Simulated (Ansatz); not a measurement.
## Phonon transport in CaO (Lime, Fm-3m)

How well does the lattice of CaO (Lime) conduct heat?

Experimental results on record:
- thermal conductivity 27 W/m/K near room temperature (given in “Combining the AFLOW GIBBS and Elastic Libraries to efficiently and robustly screen thermo-mechanical properties of solids”, 2017, arXiv:1611.05714)
- thermal conductivity 27 W/m/K near room temperature (given in “Predicting the lattice thermal conductivity of solids by solving the Boltzmann transport equation: AFLOW - AAPL an automated, accurate and efficient framework”, 2017, arXiv:1611.05481)

Program: Ansatz 0.2.0. Level of theory: DFT r2SCAN, scalar-relativistic, plane waves, PAW; PAW set soft_1. Results are calculated unless marked as measured.

### Step 1. Starting point

It takes space group Fm-3m (No. 225, cubic). The conventional cell has a = 4.813 Å, b = 4.813 Å, c = 4.813 Å, α = 90.00°, β = 90.00°, γ = 90.00°. Nearest to Ca lie 6 O at 2.41 Å. O has 6 Ca at 2.41 Å nearest. Farther neighbours and most contacts between anions are not listed.

Coordinates:

```cif
data_structure
_symmetry_space_group_name_H-M 'Fm-3m'
_symmetry_Int_Tables_number 225
_cell_length_a 4.8130
_cell_length_b 4.8130
_cell_length_c 4.8130
_cell_angle_alpha 90.000
_cell_angle_beta 90.000
_cell_angle_gamma 90.000
_cell_volume 111.49
loop_
_atom_site_label
_atom_site_type_symbol
_atom_site_symmetry_multiplicity
_atom_site_Wyckoff_symbol
_atom_site_fract_x
_atom_site_fract_y
_atom_site_fract_z
_atom_site_occupancy
Ca1 Ca 4 a 0.00000 0.00000 0.00000 1
O1 O 4 b 0.50000 0.00000 0.00000 1
```

### Step 2. A first coarse run

Before spending time, one coarse run tells the gap and the pressure of the starting cell.

Contents of input.yaml:

```yaml
crystal:
  lattice:
    - [0.0, 2.4065, 2.4065]
    - [2.4065, 0.0, 2.4065]
    - [2.4065, 2.4065, 0.0]
  atoms:
    - { symbol: Ca, position: [0.0, 0.0, 0.0] }
    - { symbol: O, position: [0.5, 0.5, 0.5] }
kpoints:
  mp_grid: { grid: [6, 6, 6] }
hamiltonian:
  xc: r2scan
  pseudopotentials: { kind: paw, azcp: { folder: soft_1 } }
scf:
  occupations: { method: gaussian, width: 0.1 }
  lower_state_search: "off"
output:
  forces: true
  stress: true
  eigenvalues: true
```

The run is started by

```
> ansatz run input.yaml --threads 18 --pin off --max-ram 92160MiB --backend cuda --events-out ev --progress --plain --runs-dir out --max-vram 78GiB
```

Numbers of over 12 decimals in the logs are rounded to 6 here.

The program printed:

```text
Engine: ansatz 0.2.0, aarch64-unknown-linux-gnu
Pseudopotentials: kind: paw
Pseudopotential: Ca, paw, valence charge 10, recommended cutoff 500 eV (meta_gga), soft_1/Ca.paw.azcp
Pseudopotential: O, paw, valence charge 6, recommended cutoff 500 eV (meta_gga), soft_1/O.paw.azcp
Functional definition: r2SCAN
  parameter k0 = 0.174
  parameter k1 = 0.065
  parameter a1 = 4.9479
  exchange = r2scan_x(k0 = k0, k1 = k1, a1 = a1)
  correlation = r2scan_c
device memory: the entry about to start is reckoned to put 0.7 GiB on a device that reports 113.2 GiB free (of which the cap on the GPU budget leaves the run 78.0 GiB)
GPU FFT provider: cuFFT
GPU libraries: cuBLAS 13.8.1, cuFFT 12.4.0, cuSOLVER 12.3.2
GPU matrix products: emulated (plane waves: as basis.precision tells), large ones in fixed point in workspaces of 1.00 GiB
Crystal: 2 atoms, lattice volume = 27.873 Å³
Basis set: ecut = 500 eV, 725 PW (Γ), exchange–correlation on 100×100×100 points (64 copies of the dense FFT grid, shifted against one another)
Bands: 12, of which v1, the nominal top of the filled ones, is band 8 counted from 1 (7 counted from 0)
Symmetry: 48 space group operations
Space group: Fm-3m (ITA 225), of the structure as read, at distance tolerance 3.0e-5 Å
k-points: 16 of 216
Non-local potential: Ca, projectors of the file, l = 0: 3, l = 1: 2, l = 2: 2
Non-local potential: O, projectors of the file, l = 0: 2, l = 1: 2, l = 2: 1
PAW form: soft (Blöchl's): semilocal exchange-correlation on the pseudo side does not see the compensation charge
PAW frozen core: Ca, regenerated for the run's functional (the file was generated under x = pbe(κ = 0.804, μ = 0.219515), c = pbe(β = 0.066725))
PAW frozen core: O, regenerated for the run's functional (the file was generated under x = pbe(κ = 0.804, μ = 0.219515), c = pbe(β = 0.066725))
PAW one-centre angular grid: Ca, 302 points (default); XC on 160 Gauss nodes
PAW one-centre angular grid: O, 302 points (default); XC on 160 Gauss nodes
Initial density: superposition of atomic densities (chi_scale 0.1, normalization cell, long waves kept (reshape's long-wave potential 0.00 eV rms))
Initial wavefunctions: pseudopotential atomic-orbital guess
GPU buffer pool allocated for 15625 grid points (all kernels)
GPU transforms: local potential and band sums: pruned to the plane-wave sphere, on 25×25×25
Functional: x = r2scan, c = r2scan; τ floored in thin density (d = 2e-4 eV/Å³)
SCF iter   1: F=-2393.023000 eV  HF=-2394.236403 eV  |F-HF|=1.21e0  |Δ(HF+E_count)|=         —  Δρ=8.78e-2  dr2=1.83e0  dr2_τ=4.23e-2  ethr=3.10e-3  ⟨swp⟩=5.9  Hψ=1381  notcnv=0
preconditioner: auto → none  [insulator: Δε(μ)=2.661 eV  Ē_g=18.709 eV  σ=0.100 eV  W_gap=1.00  n_scr=8 (ndim 8)  ℏωp=26.3 eV  f_vac=0.000  D(μ)=0.00/eV (n_scr^D=0)  ε∞_Penn≈3.0]
SCF iter   2: F=-2393.526151 eV  HF=-2394.270164 eV  |F-HF|=7.44e-1  |Δ(HF+E_count)|=   3.38e-2  Δρ=6.17e-2  dr2=1.10e0  dr2_τ=1.28e-1  ethr=3.10e-3  ⟨swp⟩=2.8  Hψ=595  notcnv=0
SCF iter   3: F=-2394.087579 eV  HF=-2394.054519 eV  |F-HF|=3.31e-2  |Δ(HF+E_count)|=   2.16e-1  Δρ=1.75e-2  dr2=6.21e-2  dr2_τ=7.76e-3  ethr=3.10e-3  ⟨swp⟩=2.4  Hψ=390  notcnv=0
SCF iter   4: F=-2394.092259 eV  HF=-2394.090595 eV  |F-HF|=1.66e-3  |Δ(HF+E_count)|=   3.61e-2  Δρ=4.53e-3  dr2=2.91e-3  dr2_τ=5.44e-4  ethr=3.88e-4  ⟨swp⟩=3.0  Hψ=576  notcnv=0
SCF iter   5: F=-2394.092629 eV  HF=-2394.092637 eV  |F-HF|=7.50e-6  |Δ(HF+E_count)|=   2.04e-3  Δρ=4.43e-4  dr2=2.95e-5  dr2_τ=6.36e-6  ethr=1.82e-5  ⟨swp⟩=2.1  Hψ=313  notcnv=0
SCF iter   6: F=-2394.092590 eV  HF=-2394.092590 eV  |F-HF|=6.71e-8  |Δ(HF+E_count)|=   4.67e-5  Δρ=4.13e-5  dr2=1.31e-7  dr2_τ=6.46e-8  ethr=1.85e-7  ⟨swp⟩=2.0  Hψ=302  notcnv=0
SCF iter   7: F=-2394.092590 eV  HF=-2394.092590 eV  |F-HF|=7.51e-8  |Δ(HF+E_count)|=   1.60e-7  Δρ=1.87e-5  dr2=9.12e-8  dr2_τ=7.24e-9  ethr=6.25e-10  ⟨swp⟩=5.1  Hψ=1136  notcnv=0
SCF 1 converged in 7 iterations: F = -2394.092590 eV  dr2 = 9.12e-8
  greatest PAW one-centre occupation: 0.995 electrons in one spin orbital (limit 2), on the Ca atom at site 0 (counted from 0), in its partial waves of l = 0
SCF converged after 7 iterations
Free energy (F): -2394.092590 eV
Harris-Foulkes:  -2394.092590 eV  (|F-HF|=7.51e-8)
Internal energy: -2394.092590 eV  (E = F + TS)
E sigma→0 (E₀):  -2394.092590 eV
Fermi energy:    9.416026 eV
--- Per-component energies (eV) ---
  E_band       = -115.049840
  E_kinetic    = 426.331917
  E_local      = -893.658376  (includes V_loc(G=0)·N_el)
  E_nonlocal   = 141.250720
  E_hartree    = 296.437595
  E_xc         = -200.074205
  E_vxc        = -284.909798  (∫ρ·V_xc dr)
  E_paw        = -1035.747978  (= ΣΔE_a)
  E_vpaw       = -114.464266  (= ΣTr[D̂ρ^β])
  E_aug_tail   = 0.000240  (compensation charges beyond the density's cutoff)
  E_vtau       = 17.519106  (kinetic-family band-sum trace: ∫τ·v_τ [+ j·A + Jᵃ·Aᵃ] dr)
  E_ewald      = -1128.379897
  E_core_change = -0.252607  (= ΣΔE_core)
  E_smearing   = -0.000000  (= −TS)
  E_closure    = -0.000000  (closes the sum)
  Σ components = -2394.092590   (vs F -2394.092590, Δ=0.00e0)
--- Forces (eV/Å), atoms counted from 1 ---
  atom   1  Ca     0.00000000    -0.00000000    -0.00000000
  atom   2  O      0.00000000     0.00000000    -0.00000000
  max |Σ_I F_I| component: 8.49e-25 eV/Å
--- Stress (GPa, compression-positive) ---
       -1.254272       0.000000      -0.000000
        0.000000      -1.254272       0.000000
       -0.000000      -0.000000      -1.254272
  P = ⅓ Tr σ = -1.2543 GPa (-12.543 kbar)
--- Band table (eV; the first three rows and the last of 16) ---
  k-point 0: bands = [... 4 lower, -9.1435, 7.3163, 7.3163, 7.3163, 12.7126, 14.1561, 14.1561, 14.1561]
  k-point 1: bands = [... 4 lower, -8.7512, 6.4886, 6.9765, 6.9765, 13.8150, 14.1305, 14.6206, 14.6206]
  k-point 2: bands = [... 4 lower, -8.1491, 5.2448, 6.3929, 6.3929, 14.4587, 15.6896, 15.6896, 15.7689]
  k-point 15: bands = [... 4 lower, -8.6023, 6.1098, 6.2556, 6.5203, 12.9100, 15.6186, 16.3539, 17.5042]
```

Wall time 1.3 s (1 × NVIDIA GB200 with 18 threads of Arm Neoverse V2, shared host); peak memory 1.1 GiB.

A gap read on the k-mesh alone can miss the band edges.

Numbers from this step:

* pressure: -1.254 GPa
* gap on the k-mesh: 4.199 eV
* volume per atom: 13.94 Å³/atom

The start is under -1.3 GPa at this level and looks like an insulator or semiconductor on this mesh.

### Step 3. Finding the static equilibrium

The vibrations must be taken about the equilibrium of this functional, not about the starting cell, so the structure is relaxed.

input.yaml, the sections that differ from step 2:

```yaml
kpoints:
  mp_grid: { grid: [8, 8, 8] }
scf:
  occupations: { method: gaussian, width: 0.02 }
  lower_state_search: "off"
relax:
  adjacent_minimum: "off"
  f_tol: 0.005
  max_steps: 80
  cell: { stress_tol: 0.05 }
# crystal, hamiltonian, output: as in step 2
```

The program printed:

```text
[...]
Crystal: 2 atoms, lattice volume = 27.873 Å³
Basis set: ecut = 500 eV, 725 PW (Γ), exchange–correlation on 100×100×100 points (64 copies of the dense FFT grid, shifted against one another)
Bands: 12, of which v1, the nominal top of the filled ones, is band 8 counted from 1 (7 counted from 0)
Symmetry: 48 space group operations
[...]
k-points: 29 of 512
[...]
SCF iter   1: F=-2393.021053 eV  HF=-2394.236769 eV  |F-HF|=1.22e0  |Δ(HF+E_count)|=         —  Δρ=8.78e-2  dr2=1.83e0  dr2_τ=4.23e-2  ethr=3.10e-3  ⟨swp⟩=6.2  Hψ=2612  notcnv=0
[...]
SCF iter   2: F=-2393.524202 eV  HF=-2394.270987 eV  |F-HF|=7.47e-1  |Δ(HF+E_count)|=   3.42e-2  Δρ=6.18e-2  dr2=1.10e0  dr2_τ=1.29e-1  ethr=3.10e-3  ⟨swp⟩=2.8  Hψ=1077  notcnv=0
[...]
SCF iter   7: F=-2394.092621 eV  HF=-2394.092621 eV  |F-HF|=1.27e-8  |Δ(HF+E_count)|=   1.86e-7  Δρ=9.07e-6  dr2=1.94e-8  dr2_τ=2.10e-9  ethr=6.25e-10  ⟨swp⟩=5.1  Hψ=2038  notcnv=0
SCF 1 converged in 7 iterations: F = -2394.092621 eV  dr2 = 1.94e-8
[...]
relax step   1: F+E_penalty+E_count = -2394.09262060 eV  Δ(F+E_penalty+E_count) = +0.000e0 eV  max|allowed force component| = 1.292e-26 eV/Å  Δτ_max = 0.0000 Å  P = -1.255 GPa  Ω = 27.873 Å³  (7 SCF iters, dr2 threshold 1.00e-7 eV, accepted)
[...]
Crystal: 2 atoms, lattice volume = 27.499 Å³
[...]
iter 1 solved again at ethr=7.85e-7 eV; its pass at ethr=3.10e-3 eV (dr2=1.26e-4 eV) is discarded
[...]
SCF iter   2: F=-2394.093902 eV  HF=-2394.093908 eV  |F-HF|=5.84e-6  |Δ(HF+E_count)|=   2.19e-3  Δρ=2.84e-4  dr2=2.20e-5  dr2_τ=3.45e-6  ethr=6.76e-7  ⟨swp⟩=2.0  Hψ=696  notcnv=0
[...]
SCF iter   5: F=-2394.093909 eV  HF=-2394.093909 eV  |F-HF|=1.49e-8  |Δ(HF+E_count)|=   1.27e-7  Δρ=1.52e-5  dr2=6.17e-8  dr2_τ=1.54e-8  ethr=1.25e-9  ⟨swp⟩=5.0  Hψ=1923  notcnv=0
SCF 2 converged in 5 iterations: F = -2394.093909 eV  dr2 = 6.17e-8
relax step   2: F+E_penalty+E_count = -2394.09390933 eV  Δ(F+E_penalty+E_count) = -1.289e-3 eV  max|allowed force component| = 7.324e-26 eV/Å  Δτ_max = 0.0000 Å  P = +0.292 GPa  Ω = 27.499 Å³  energy of the carried Pulay correction = +1.432e-4 eV  (5 SCF iters, dr2 threshold 2.00e-7 eV, accepted)
[...]
Crystal: 2 atoms, lattice volume = 27.569 Å³
[...]
SCF iter   4: F=-2394.093945 eV  HF=-2394.093945 eV  |F-HF|=6.48e-10  |Δ(HF+E_count)|=   5.43e-8  Δρ=9.65e-6  dr2=1.28e-8  dr2_τ=1.19e-9  ethr=1.25e-9  ⟨swp⟩=2.4  Hψ=1157  notcnv=0
SCF 3 converged in 4 iterations: F = -2394.093945 eV  dr2 = 1.28e-8
relax step   3: F+E_penalty+E_count = -2394.09394472 eV  Δ(F+E_penalty+E_count) = -3.539e-5 eV  max|allowed force component| = 3.136e-24 eV/Å  Δτ_max = 0.0000 Å  P = -0.006 GPa  Ω = 27.569 Å³  energy of the carried Pulay correction = +1.163e-4 eV  (4 SCF iters, dr2 threshold 2.00e-7 eV, accepted)
[...]
SCF iter   1: F=-2394.093885 eV  HF=-2394.093885 eV  |F-HF|=3.80e-8  |Δ(HF+E_count)|=         —  Δρ=2.71e-5  dr2=3.17e-8  dr2_τ=6.02e-8  ethr=2.76e-7  ⟨swp⟩=2.5  Hψ=3549  notcnv=0
eigensolver tolerance schedule: the retry pair's looser diagonalisation over-reported the residual by 1396.37 of it (diagonalisation noise at 0.14 of the residual, at the tolerance the schedule requests for it); recorded, not acted on — ethr = c·dr2/N_el stays at c = 1.0e-1
[...]
SCF iter   2: F=-2394.093844 eV  HF=-2394.093844 eV  |F-HF|=1.14e-8  |Δ(HF+E_count)|=   4.13e-5  Δρ=1.28e-5  dr2=5.08e-9  dr2_τ=5.68e-9  ethr=1.98e-10  ⟨swp⟩=2.4  Hψ=590  notcnv=0
[...]
SCF iter   5: F=-2394.093844 eV  HF=-2394.093844 eV  |F-HF|=5.91e-12  |Δ(HF+E_count)|=  9.60e-11  Δρ=3.70e-7  dr2=1.30e-11  dr2_τ=6.21e-12  ethr=1.00e-12  ⟨swp⟩=4.0  Hψ=1469  notcnv=0
SCF 4 converged in 5 iterations: F = -2394.093844 eV  dr2 = 1.30e-11
relax step   4: F+E_penalty+E_count = -2394.09384398 eV  Δ(F+E_penalty+E_count) = +1.007e-4 eV  max|allowed force component| = 1.525e-29 eV/Å  Δτ_max = 0.0000 Å  P = -0.003 GPa  Ω = 27.569 Å³  stress off target by 3.01e-3 GPa  SCF on the basis re-selected at this cell (its energy is not comparable with the rows above)  (5 SCF iters)
basis re-selected at this cell: Δ(F+E_penalty+E_count) = +1.007e-4 eV, ΔP = +0.003 GPa vs the last step (what re-selecting the basis moved, of the pressure what is left beyond the Pulay correction that the steps carried, after the strain that the cell walked since its last selection, with what the two solves' SCF thresholds leave and, on support functions, any second-order correction that the steps lacked; it is no m [...]
SCF converged after 5 iterations
Free energy (F): -2394.093844 eV
[...]
Internal energy: -2394.093844 eV  (E = F + TS)
E sigma→0 (E₀):  -2394.093844 eV
Fermi energy:    9.534999 eV
[...]
--- Stress (GPa, compression-positive) ---
       -0.003010      -0.000000      -0.000000
       -0.000000      -0.003010      -0.000000
       -0.000000      -0.000000      -0.003010
  P = ⅓ Tr σ = -0.0030 GPa (-0.030 kbar)
--- Band table (eV; the first three rows and the last of 29) ---
  k-point 0: bands = [... 4 lower, -9.0444, 7.4362, 7.4362, 7.4362, 12.9264, 14.3045, 14.3045, 14.3045]
  k-point 1: bands = [... 4 lower, -8.7893, 6.9210, 7.2282, 7.2282, 13.6077, 14.2603, 14.5758, 14.5758]
  k-point 2: bands = [... 4 lower, -8.2978, 5.9296, 6.7788, 6.7788, 14.3346, 15.0872, 15.2893, 15.2893]
  k-point 28: bands = [... 4 lower, -8.3769, 6.1490, 6.3891, 6.3891, 14.3850, 14.3850, 16.6013, 17.7020]
--- Relaxed structure (3 steps of the walk, 3 accepted, 1 SCFs on fresh bases) ---
  F+E_penalty+E_count = -2394.09384398 eV   max|allowed force component| = 1.525e-29 eV/Å   (the final SCF, on the basis selected at the relaxed cell)
  cell:  # Å, volume = 27.5692 Å³
    - [0, 2.397719, 2.397719]
    - [2.397719, 0, 2.397719]
    - [2.397719, 2.397719, 0]
  atoms:
    - { symbol: Ca, position: [0, 0, 0] }
    - { symbol: O, position: [0.5, 0.5, 0.5] }
```

Elapsed: 6.7 s, on 1 × NVIDIA GB200 with 18 threads; peak memory 1.1 GiB.

Step by step:

```csv
step,energy less that of the first step (eV),largest force component (eV/Å),pressure (GPa),volume (Å³)
1,0.0000,0.0000,-1.25,27.87
2,-0.0013,0.0000,0.29,27.50
3,-0.0013,0.0000,-0.01,27.57
4*,-0.0012,0.0000,0.00,27.57
```

Relaxation steps marked * repeat the geometry before them on a plane-wave basis chosen anew for their cell, so energy and pressure can jump there.

The run keeps the 48 symmetry operations that it works with, so distortions that break them were not tested.

```csv
"conventional cell, symmetrised",before,after,change
a (Å),4.813,4.795,-0.4 %
b (Å),4.813,4.795,-0.4 %
c (Å),4.813,4.795,-0.4 %
volume (Å³/atom),13.94,13.78,-1.1 %
```

Final coordinates:

```cif
data_structure
_symmetry_space_group_name_H-M 'P 1'
_symmetry_Int_Tables_number 1
_cell_length_a 3.3909
_cell_length_b 3.3909
_cell_length_c 3.3909
_cell_angle_alpha 60.000
_cell_angle_beta 60.000
_cell_angle_gamma 60.000
_cell_volume 27.57
loop_
_atom_site_label
_atom_site_type_symbol
_atom_site_fract_x
_atom_site_fract_y
_atom_site_fract_z
_atom_site_occupancy
Ca1 Ca 0.00000 0.00000 0.00000 1
O2 O 0.50000 0.50000 0.50000 1
```

This step gave:

- pressure: -0.003010 GPa
- gap on the k-mesh: 4.198 eV
- volume per atom: 13.78 Å³/atom

The relaxation ends with a pressure of 0.00 GPa.

### Step 4. Relaxing to small residual forces and stress

The relaxation is repeated with tighter thresholds on force and stress, since phonons are sensitive to what is left; a change of mesh or smearing in the input moves the cell too.

input.yaml, the sections that differ from step 3:

```yaml
crystal:
  lattice:
    - [0.0, 2.3977190601, 2.3977190601]
    - [2.3977190601, 0.0, 2.3977190601]
    - [2.3977190601, 2.3977190601, 0.0]
  atoms:
    - { symbol: Ca, position: [0.0, 0.0, 0.0] }
    - { symbol: O, position: [0.5, 0.5, 0.5] }
kpoints:
  mp_grid: { grid: [9, 9, 9] }
scf:
  occupations: { method: fixed }
  lower_state_search: "off"
relax:
  adjacent_minimum: "off"
  f_tol: 0.001
  max_steps: 60
  cell: { stress_tol: 0.01 }
# hamiltonian, output: as in step 3
```

The program printed:

```text
[...]
GPU FFT provider: cuFFT
GPU libraries: cuBLAS 13.8.1, cuFFT 12.4.0, cuSOLVER 12.3.2
[...]
Crystal: 2 atoms, lattice volume = 27.569 Å³
Basis set: ecut = 500 eV, 725 PW (Γ), exchange–correlation on 100×100×100 points (64 copies of the dense FFT grid, shifted against one another)
[...]
k-point 34: bands = [... 4 lower, -8.3514, 6.0292, 6.3725, 6.4700, 13.9568, 14.9148, 16.6513, 17.5900]
--- Relaxed structure (1 steps of the walk, 1 accepted, 1 SCFs on fresh bases) ---
[...]
cell:  # Å, volume = 27.5692 Å³
    - [0.0, 2.3977190601, 2.3977190601]
    - [2.3977190601, 0.0, 2.3977190601]
    - [2.3977190601, 2.3977190601, 0.0]
  atoms:
    - { symbol: Ca, position: [0.0, 0.0, 0.0] }
    - { symbol: O, position: [0.5, 0.5, 0.5] }
[key lines of the parts left out:]
SCF converged after 5 iterations
Free energy (F): -2394.093841 eV
Fermi energy:    7.436188 eV
P = ⅓ Tr σ = -0.0028 GPa (-0.028 kbar)
```

Wall time 2.6 s (1 × NVIDIA GB200 with 18 threads); peak memory 1.1 GiB.

Little changed from the start: no atom moved by 0.005 Å and no cell edge by 0.1 %.

This step gave:

```yaml
pressure: -0.002848 GPa
gap_on_the_k_mesh: 4.256 eV
```

The residual pressure is -0.0028 GPa, small enough for phonons.

(Continued in part 2 of 2.)

[Logs are printed without paths, hosts, clocks, repeated set-up lines and the standing remarks that a program may print on its own settings, such as how far it seeks lower states.]

[Hosts, paths, dates, database ids (printed as entryN), source tags and the programs' standing remarks are cut or masked in the printed files.]

[A step with changed settings may run another functional than the one named; its input shows which.]
